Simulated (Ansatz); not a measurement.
Planning a run of Ansatz 0.2.0 on Y2Ti2S2O5 (I4/mmm). The input:

```yaml
crystal:
  lattice:
    - [-1.898002, 1.898002, 11.54533]
    - [1.898002, -1.898002, 11.54533]
    - [1.898002, 1.898002, -11.54533]
  atoms:
    - { symbol: "Y", position: [0.666698, 0.666698, 0.0] }
    - { symbol: "Y", position: [0.333302, 0.333302, 0.0] }
    - { symbol: Ti, position: [0.921493, 0.921493, 0.0] }
    - { symbol: Ti, position: [0.078507, 0.078507, 0.0] }
    - { symbol: S, position: [0.794752, 0.794752, 0.0] }
    - { symbol: S, position: [0.205248, 0.205248, 0.0] }
    - { symbol: O, position: [0.0, 0.0, 0.0] }
    - { symbol: O, position: [0.900805, 0.400805, 0.5] }
    - { symbol: O, position: [0.599195, 0.099195, 0.5] }
    - { symbol: O, position: [0.400805, 0.900805, 0.5] }
    - { symbol: O, position: [0.099195, 0.599195, 0.5] }
kpoints:
  mp_grid: { grid: [4, 4, 4] }
  band_path:
    path:
      - [0.0, 0.0, 0.0]
      - [0.0, 0.0, 0.5]
      - [0.25, 0.25, 0.25]
      - [0.0, 0.5, 0.0]
      - [0.5, 0.5, -0.5]
      - [0.25675648, 0.74324352, -0.25675648]
      - [-0.25675648, 0.25675648, 0.25675648]
      - [-0.01351296, 0.01351296, 0.5]
    npoints: 1
hamiltonian:
  xc: hse06
  pseudopotentials: { kind: paw, azcp: { folder: soft_1 } }
scf:
  occupations: { method: fixed }
  n_extra_bands: 7
output:
  eigenvalues: true
  write_density: true
  write_potential: true
  elf: true
  volumetric_format: npy
```

```sh
ansatz run input.yaml --threads 3 --pin off --max-ram 92160MiB --backend cuda --events-out ev --progress --plain --runs-dir out --devices 1 --max-vram 13GiB
```

Question: How long will it take on 1 × NVIDIA H100 80GB HBM3 (shared by 6 runs) with 3 threads of AMD EPYC 7R13 (Zen 3), shared host, and how much memory?

It took 46 s; on shared hardware allow 23 s to 92 s. Peak host memory was 2.1 GiB. The sizes that set the cost: 3235 plane waves a state, 13 irreducible k points and 28 SCF cycles.

Exact exchange couples every pair of k points and filled bands, so it costs far more than a semilocal run.

[Paths, hosts, dates, memory and timing lines, banners, echoed tables and standing remarks are left out of the program output.]

[Logs are printed without paths, hosts, clocks, repeated set-up lines and the standing remarks that a program may print on its own settings, such as how far it seeks lower states.]

[Runs of the session that timed out or met a known fault of the program may be left out.]

[Cells called generated may have been cut or substituted from an entry of the Crystallography Open Database or the Materials Project.]

[Hosts, paths, dates, database ids (printed as entryN), source tags and the programs' standing remarks are cut or masked in the printed files.]
